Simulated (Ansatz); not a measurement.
# Li2Sc (built on the sites of a database entry of ScCu2): the cell at rest

Aim: bring Li2Sc (built on the sites of a database entry of ScCu2) to small forces and stress, as phonons need.

Program: Ansatz 0.2.0. Level of theory: DFT PBEsol, scalar-relativistic, plane waves, PAW. Results are calculated unless marked as measured.

This is a report of a sequence of runs, with most program output left out.

The structure was built from a prototype and need not be the compound's stable phase.

## (1) Set-up

Symmetry: I4/mmm, No. 139, tetragonal system. The conventional cell has a = 3.238 Å, b = 3.238 Å, c = 8.230 Å, α = 90.00°, β = 90.00°, γ = 90.00°. Nearest to Sc lie 10 Li at 2.68 to 2.70 Å. Nearest to Li lie 5 Li at 2.61 to 2.86 Å and 5 Sc at 2.68 to 2.70 Å. Farther neighbours are not listed.

Coordinates:

```cif
data_structure
_symmetry_space_group_name_H-M 'I4/mmm'
_symmetry_Int_Tables_number 139
_cell_length_a 3.2380
_cell_length_b 3.2380
_cell_length_c 8.2296
_cell_angle_alpha 90.000
_cell_angle_beta 90.000
_cell_angle_gamma 90.000
_cell_volume 86.29
loop_
_atom_site_label
_atom_site_type_symbol
_atom_site_symmetry_multiplicity
_atom_site_Wyckoff_symbol
_atom_site_fract_x
_atom_site_fract_y
_atom_site_fract_z
_atom_site_occupancy
Sc1 Sc 2 a 0.00000 0.00000 0.00000 1
Li1 Li 4 e 0.50000 0.50000 0.17384 1
```

## (2) A coarse first look

First a cheap look: the gap decides the mesh and the occupations, the pressure tells how far the cell has to move.

Input file input.yaml:

```yaml
crystal:
  lattice:
    - [-1.61901, 1.61901, 4.11482]
    - [1.61901, -1.61901, 4.11482]
    - [1.61901, 1.61901, -4.11482]
  atoms:
    - { symbol: Sc, position: [0.0, 0.0, 0.0] }
    - { symbol: Li, position: [0.67384456, 0.67384456, 0.0] }
    - { symbol: Li, position: [0.32615544, 0.32615544, 0.0] }
kpoints:
  mp_grid: { grid: [8, 8, 8] }
hamiltonian:
  xc: pbesol
scf:
  occupations: { method: gaussian, width: 0.1 }
output:
  forces: true
  stress: true
  eigenvalues: true
```

The run is started by

```
ansatz run input.yaml --threads 8 --pin off --max-ram 14336MiB --backend cpu --events-out ev --progress --plain --runs-dir out
```

Wall time 0.7 s (8 threads of Arm Neoverse N1, shared host); peak memory 0.36 GiB.

This step gave:

```yaml
pressure: 16.08 GPa
volume_per_atom: 14.38 Å³
gap_on_the_k_mesh: 0 eV
```

The coarse mesh shows no gap and a pressure of 16.1 GPa.

## (3) Coarse relaxation

The start is far from rest, so a relaxation with loose tolerances brings it close first.

input.yaml: that of step 2 with these lines changed.

```diff
@@ -19 +19,6 @@
   eigenvalues: true
+relax:
+  adjacent_minimum: "off"
+  f_tol: 0.05
+  max_steps: 80
+  cell: { stress_tol: 0.5 }
```

Wall time 6 s (8 threads); peak memory 0.42 GiB.

The steps of the relaxation:

```
step  energy less that of the first step (eV)  largest force component (eV/Å)  pressure (GPa)  volume (Å³)
   1                                   0.0000                          0.3877           16.08        43.14
   2                                  -0.4369                          0.0519            8.09        48.69
   3                                  -0.6262                          0.0268            3.89        53.16
   4                                  -0.7098                          0.0024            1.46        56.61
   5                                  -0.7398                          0.0140            0.09        58.86
   6                                  -0.7425                          0.0058           -0.11        59.18
  7*                                  -0.7521                          0.0054            0.18        59.18
   8                                  -0.7544                          0.0006            0.06        59.50
  9*                                  -0.7544                          0.0006            0.06        59.50
```

Relaxation steps marked * repeat the geometry before them on a plane-wave basis chosen anew for their cell, so energy and pressure can jump there.

The run keeps the 16 symmetry operations that it works with, so distortions that break them were not tested.

```
     cell as run  before   after   change
           a (Å)   4.709   5.610  +19.1 %
           b (Å)   4.709   5.610  +19.1 %
           c (Å)   4.709   5.610  +19.1 %
           α (°)  139.78  144.41   +3.3 %
           β (°)  139.78  144.41   +3.3 %
           γ (°)   58.19   51.22  -12.0 %
volume (Å³/atom)   14.38   19.83  +37.9 %
```

The atoms that moved most (Å, as changes of fractional coordinates times the final cell):

```
atom     dx     dy      dz  length
 Li2  0.000  0.000   0.102   0.102
 Li3  0.000  0.000  -0.102   0.102
```

Final coordinates:

```cif
data_structure
_symmetry_space_group_name_H-M 'P 1'
_symmetry_Int_Tables_number 1
_cell_length_a 5.6104
_cell_length_b 5.6104
_cell_length_c 5.6104
_cell_angle_alpha 144.408
_cell_angle_beta 144.408
_cell_angle_gamma 51.217
_cell_volume 59.50
loop_
_atom_site_label
_atom_site_type_symbol
_atom_site_fract_x
_atom_site_fract_y
_atom_site_fract_z
_atom_site_occupancy
Sc1 Sc 0.00000 0.00000 0.00000 1
Li2 Li 0.68392 0.68392 0.00000 1
Li3 Li 0.31608 0.31608 0.00000 1
```

Numbers from this step:

| Item | Value |
| --- | --- |
| pressure | 0.06306 GPa |
| volume per atom | 19.83 Å³ |

In this step the volume went from 14.38 to 19.83 Å³/atom.

## (4) Bringing the structure to rest

The cell and atoms are relaxed, since residual forces and stress would shift the frequencies.

Input file input.yaml:

```yaml
crystal:
  lattice:
    - [-1.7146719077, 1.7146719077, 5.0592576121]
    - [1.7146719077, -1.7146719077, 5.0592576121]
    - [1.7146719077, 1.7146719077, -5.0592576121]
  atoms:
    - { symbol: Sc, position: [0.0, 0.0, 0.0] }
    - { symbol: Li, position: [0.6839225147, 0.6839225147, 0.0] }
    - { symbol: Li, position: [0.3160774853, 0.3160774853, 0.0] }
kpoints:
  mp_grid: { grid: [18, 18, 18] }
hamiltonian:
  xc: pbesol
scf:
  occupations: { method: gaussian, width: 0.1 }
output:
  forces: true
  stress: true
  eigenvalues: true
  write_density: true
  write_potential: true
  elf: true
  volumetric_format: npy
relax:
  adjacent_minimum: "off"
  f_tol: 0.005
  max_steps: 80
  cell: { stress_tol: 0.05 }
```

Run time: 28 s. Hardware: 8 threads; peak memory 0.74 GiB.

Relaxation path:

```
step  energy less that of the first step (eV)  largest force component (eV/Å)  pressure (GPa)  volume (Å³)
   1                                   0.0000                          0.0109            0.08        59.50
   2                                  -0.0016                          0.0104            0.04        59.69
   3                                  -0.0019                          0.0161           -0.14        60.06
   4                                  -0.0021                          0.0032            0.02        59.76
  5*                                  -0.0021                          0.0032            0.02        59.76
```

Relaxation steps marked * repeat the geometry before them on a plane-wave basis chosen anew for their cell, so energy and pressure can jump there.

The run keeps the 16 symmetry operations that it works with, so distortions that break them were not tested.

```
conventional cell, symmetrised  before   after  change
                         a (Å)   3.429   3.404  -0.7 %
                         b (Å)   3.429   3.404  -0.7 %
                         c (Å)  10.119  10.314  +1.9 %
              volume (Å³/atom)   19.83   19.92  +0.4 %
```

Final coordinates:

```
Sc Li
1.0
    -1.70209    1.70209    5.15707
     1.70209   -1.70209    5.15707
     1.70209    1.70209   -5.15707
Sc Li
1 2
Cartesian
  0.0000 0.0000 0.0000
  0.0000 0.0000 7.0531
  0.0000 0.0000 3.2610
```

This step gave:

```
pressure        : 0.02040 GPa
volume per atom : 19.92 Å³
```

ELF in the ab plane of the cell as run, not the conventional one, at fractional z = 0.000, with atoms of Sc and Li within 0.2 Å of it. It is the smooth field of the valence electrons, not physical close to the nuclei.

Ten even steps from '_' (0.37 × 1e-1) to '@' (9.91 × 1e-1), each cell a mean:
```
::==**::__--==--::--====..__==**
****##==__::--..____..::--..__==
--++++--__..--..__....__..::..__
__......__::==::__==%%==__..--..
--........--++==__--@@@@==__::==
++==----==++****==__++@@%%....==
==--::::==**######--__--==..__--
==..____..--**######==________::
==..__....__--**####**==::....--
++::__==%%++__--**##**++==----==
==--__::@@@@++__--**++--::..::--
::--::__--@@%%....====..________
__..::::__::==..__::--....--==::
==....::::________::--....++##**
**++....----::....--==....++**==
..**==__::==++======++--__--**::
```
Columns run along a (5.7 Å), rows up along b (5.7 Å). Atoms in or near the plane, at fractional coordinates: Sc at (0.00, 0.00), Li at (0.68, 0.68), Li at (0.32, 0.32).

Valence density in the ab plane of the cell as run, not the conventional one, at fractional z = 0.000, with atoms of Sc and Li within 0.2 Å of it. It is the smooth field of the valence electrons, not physical close to the nuclei.

Ten steps, logarithmic in the rise over the least value, from '_' (0.1 e/Å³) to '@' (7.6 e/Å³), each cell a mean:
```
@@@@##==..________________::++%%
%%%%##++..__________________::++
==****==::________----________::
..::--::....____..**%%**..______
____......________++@@@@**______
__________________..##@@%%--____
____________________..++**--____
________________________..______
______--==..____________________
______++%%##::__________________
______==@@@@##..________..______
________++@@%%==______....::....
..________==++--______..::==++==
++::__________________..--**####
%%**::__________________::**%%@@
@@%%++..________________..==%%@@
```
Columns run along a (5.7 Å), rows up along b (5.7 Å). Atoms in or near the plane, at fractional coordinates: Sc at (0.00, 0.00), Li at (0.68, 0.68), Li at (0.32, 0.32).

Electrostatic potential energy in the ab plane of the cell as run, not the conventional one, at fractional z = 0.000, with atoms of Sc and Li within 0.2 Å of it. With pseudopotentials it is smooth inside the atoms' cores, unlike the true potential.

Ten even steps from '_' (-49 eV) to '@' (8 eV), each cell a mean:
```
____--##%%@@@@@@@@@@@@@@@@%%++..
::__--**%%@@@@@@@@@@@@@@@@@@%%++
**++++**%%@@@@@@%%####%%@@@@@@%%
%%%%####%%@@@@@@%%++==**%%@@@@@@
@@@@@@@@@@@@@@@@%%**----**%%@@@@
@@@@@@@@@@@@@@@@@@%%++--==##@@@@
@@@@@@@@@@@@@@@@@@@@%%**++##@@@@
@@@@@@%%@@@@@@@@@@@@@@%%%%%%@@@@
@@@@%%####%%@@@@@@@@@@@@@@@@@@@@
@@@@%%++==++%%@@@@@@@@@@@@@@@@@@
@@@@@@**--::++%%@@@@@@@@@@@@@@@@
@@@@@@%%**--==##@@@@@@@@%%%%%%%%
%%@@@@@@%%**++##%%@@@@@@##****##
++%%@@@@@@@@%%%%@@@@@@@@##++----
..++%%@@@@@@@@@@@@@@@@@@%%++____
__..++%%@@@@@@@@@@@@@@@@%%**::__
```
Columns run along a (5.7 Å; values clipped at the 3rd and 97th percentile), rows up along b (5.7 Å). Atoms in or near the plane, at fractional coordinates: Sc at (0.00, 0.00), Li at (0.68, 0.68), Li at (0.32, 0.32).

In this step the volume went from 19.83 to 19.92 Å³/atom.

## (5) Relaxing to small forces for the phonons

Phonons need a cell at rest on their own settings, so the relaxation is repeated with tight tolerances on forces and stress on the k mesh and occupations of the first response run.

input.yaml, the sections that differ from step 4:

```yaml
crystal:
  lattice:
    - [-1.7020936201, 1.7020936201, 5.1570666008]
    - [1.7020936201, -1.7020936201, 5.1570666008]
    - [1.7020936201, 1.7020936201, -5.1570666008]
  atoms:
    - { symbol: Sc, position: [0.0, 0.0, 0.0] }
    - { symbol: Li, position: [0.6838321961, 0.6838321961, 0.0] }
    - { symbol: Li, position: [0.3161678039, 0.3161678039, 0.0] }
kpoints:
  mp_grid: { grid: [20, 20, 20] }
scf:
  occupations: { method: methfessel_paxton, width: 0.2 }
relax:
  adjacent_minimum: "off"
  f_tol: 0.001
  max_steps: 60
  cell: { stress_tol: 0.01 }
# hamiltonian, output: as in step 4
```

The job ended after 36 s (8 threads; peak memory 0.86 GiB).

Relaxation path:

```
step  energy less that of the first step (eV)  largest force component (eV/Å)  pressure (GPa)  volume (Å³)
   1                                   0.0000                          0.0027            0.00        59.76
   2                                   0.0000                          0.0023           -0.01        59.75
   3                                  -0.0001                          0.0010            0.02        59.69
   4                                  -0.0001                          0.0003            0.00        59.73
  5*                                  -0.0001                          0.0003            0.00        59.73
```

Relaxation steps marked * repeat the geometry before them on a plane-wave basis chosen anew for their cell, so energy and pressure can jump there.

The run keeps the 16 symmetry operations that it works with, so distortions that break them were not tested.

```
conventional cell, symmetrised  before   after  change
                         a (Å)   3.404   3.408  +0.1 %
                         b (Å)   3.404   3.408  +0.1 %
                         c (Å)  10.314  10.284  -0.3 %
              volume (Å³/atom)   19.92   19.91  -0.1 %
```

Final coordinates:

```cif
data_structure
_symmetry_space_group_name_H-M 'P 1'
_symmetry_Int_Tables_number 1
_cell_length_a 5.6785
_cell_length_b 5.6785
_cell_length_c 5.6785
_cell_angle_alpha 145.073
_cell_angle_beta 145.073
_cell_angle_gamma 50.226
_cell_volume 59.73
loop_
_atom_site_label
_atom_site_type_symbol
_atom_site_fract_x
_atom_site_fract_y
_atom_site_fract_z
_atom_site_occupancy
Sc1 Sc 0.00000 0.00000 0.00000 1
Li2 Li 0.68389 0.68389 0.00000 1
Li3 Li 0.31611 0.31611 0.00000 1
```

This step gave:

* pressure: 1.12e-4 GPa
* volume per atom: 19.91 Å³

ELF in the ab plane of the cell as run, not the conventional one, at fractional z = 0.000, with atoms of Sc and Li within 0.2 Å of it. It is the smooth field of the valence electrons, not physical close to the nuclei.

Ten even steps from '_' (0.37 × 1e-1) to '@' (9.92 × 1e-1), each cell a mean:
```
::==**::__--==--::--====..__==**
****##==__::--..____..::--..__==
--++++--__..--..__....__..::..__
__......__::==::__==%%==__..--..
--........--++==__--@@@@==__::==
++==----==++****==__++@@%%....==
==--::::==**######--__--==..__--
==..____..--**######==________::
==..__....__--**####**==::....--
++::__==%%++__--**##**++==----==
==--__::@@@@++__--**++--::..::--
::--::__--@@%%....====..________
__..::::__::==..__::--....--==::
==....::::________::--....++##**
**++....----::....--==....++**==
..**==__::==++======++--__--**::
```
Columns run along a (5.7 Å), rows up along b (5.7 Å). Atoms in or near the plane, at fractional coordinates: Sc at (0.00, 0.00), Li at (0.68, 0.68), Li at (0.32, 0.32).

Electrostatic potential energy in the ab plane of the cell as run, not the conventional one, at fractional z = 0.000, with atoms of Sc and Li within 0.2 Å of it. With pseudopotentials it is smooth inside the atoms' cores, unlike the true potential.

Ten even steps from '_' (-49 eV) to '@' (8 eV), each cell a mean:
```
____--##%%@@@@@@@@@@@@@@@@%%++..
::__--**%%@@@@@@@@@@@@@@@@@@%%++
**++++**%%@@@@@@%%####%%@@@@@@%%
%%%%####%%@@@@@@%%++==**%%@@@@@@
@@@@@@@@@@@@@@@@%%**----**%%@@@@
@@@@@@@@@@@@@@@@@@%%++--==##@@@@
@@@@@@@@@@@@@@@@@@@@%%**++##@@@@
@@@@@@%%@@@@@@@@@@@@@@%%%%%%@@@@
@@@@%%####%%@@@@@@@@@@@@@@@@@@@@
@@@@%%++==++%%@@@@@@@@@@@@@@@@@@
@@@@@@**--::++%%@@@@@@@@@@@@@@@@
@@@@@@%%**--==##@@@@@@@@%%%%%%%%
%%@@@@@@%%**++##%%@@@@@@##****##
++##@@@@@@@@%%%%@@@@@@@@##++----
..++##@@@@@@@@@@@@@@@@@@%%++____
__..++%%@@@@@@@@@@@@@@@@%%**::__
```
Columns run along a (5.7 Å; values clipped at the 3rd and 97th percentile), rows up along b (5.7 Å). Atoms in or near the plane, at fractional coordinates: Sc at (0.00, 0.00), Li at (0.68, 0.68), Li at (0.32, 0.32).

Valence density in the ab plane of the cell as run, not the conventional one, at fractional z = 0.000, with atoms of Sc and Li within 0.2 Å of it. It is the smooth field of the valence electrons, not physical close to the nuclei.

Values in e/Å³, 16 rows by 16 columns, each cell a mean:
```
6.9 6.1 2.7 0.5 0.1 0.1 0.1 0.1 0.1 0.1 0.1 0.1 0.1 0.2 1.1 4.3
3.4 4.4 2.8 0.8 0.2 0.1 0.1 0.1 0.1 0.1 0.1 0.1 0.1 0.1 0.2 1.1
0.7 1.4 1.3 0.6 0.2 0.1 0.1 0.1 0.1 0.3 0.3 0.1 0.1 0.1 0.1 0.2
0.1 0.2 0.3 0.3 0.2 0.1 0.1 0.1 0.1 1.2 3.2 1.3 0.2 0.1 0.1 0.1
0.1 0.1 0.1 0.1 0.1 0.1 0.1 0.1 0.1 1.0 6.0 6.3 1.3 0.1 0.1 0.1
0.1 0.1 0.1 0.1 0.1 0.1 0.1 0.1 0.1 0.2 1.9 6.0 3.2 0.3 0.1 0.1
0.1 0.1 0.1 0.1 0.1 0.1 0.1 0.1 0.1 0.1 0.2 1.0 1.2 0.3 0.1 0.1
0.1 0.1 0.1 0.1 0.1 0.1 0.1 0.1 0.1 0.1 0.1 0.1 0.1 0.1 0.1 0.1
0.1 0.1 0.1 0.3 0.5 0.2 0.1 0.1 0.1 0.1 0.1 0.1 0.1 0.1 0.1 0.1
0.1 0.1 0.1 1.1 3.5 2.0 0.2 0.1 0.1 0.1 0.1 0.1 0.1 0.1 0.1 0.1
0.1 0.1 0.1 0.6 5.0 7.6 2.0 0.2 0.1 0.1 0.1 0.1 0.1 0.1 0.1 0.1
0.1 0.1 0.1 0.1 1.1 5.0 3.5 0.5 0.1 0.1 0.1 0.1 0.2 0.2 0.2 0.1
0.2 0.1 0.1 0.1 0.1 0.6 1.1 0.3 0.1 0.1 0.1 0.1 0.3 0.6 0.8 0.5
1.1 0.3 0.1 0.1 0.1 0.1 0.1 0.1 0.1 0.1 0.1 0.1 0.3 1.3 2.8 2.7
4.4 1.5 0.3 0.1 0.1 0.1 0.1 0.1 0.1 0.1 0.1 0.1 0.2 1.4 4.4 6.1
7.1 4.4 1.1 0.2 0.1 0.1 0.1 0.1 0.1 0.1 0.1 0.1 0.1 0.7 3.4 6.9
```
Columns run along a (5.7 Å), rows up along b (5.7 Å). Atoms in or near the plane, at fractional coordinates: Sc at (0.00, 0.00), Li at (0.68, 0.68), Li at (0.32, 0.32).

The largest force component left is 0.26 meV/Å and the pressure is 0.000 GPa, within the tolerances set. The cell now holds 19.91 Å³/atom.

## (6) What came out

| Quantity | Value |
| --- | --- |
| space group after relaxation (within 0.01 Å) | I4/mmm |
| lattice constant a | 3.408 Å |
| lattice constant b | 3.408 Å |
| lattice constant c | 10.284 Å |
| volume per atom | 19.9 Å³ |

The largest force component left is 0.26 meV/Å and the pressure is 0.000 GPa, within the tolerances set. The cell now holds 19.91 Å³/atom. The relaxation keeps the symmetry of its start, so it says nothing on stability against lower symmetry. The runs are without spin polarisation, although the cell has an odd electron count. The starting cell was built on a prototype and not taken from a measurement, so the phase need not exist.

[Logs are printed without paths, hosts, clocks, repeated set-up lines and the standing remarks that a program may print on its own settings, such as how far it seeks lower states.]

[Hosts, paths, dates, database ids (printed as entryN), source tags and the programs' standing remarks are cut or masked in the printed files.]
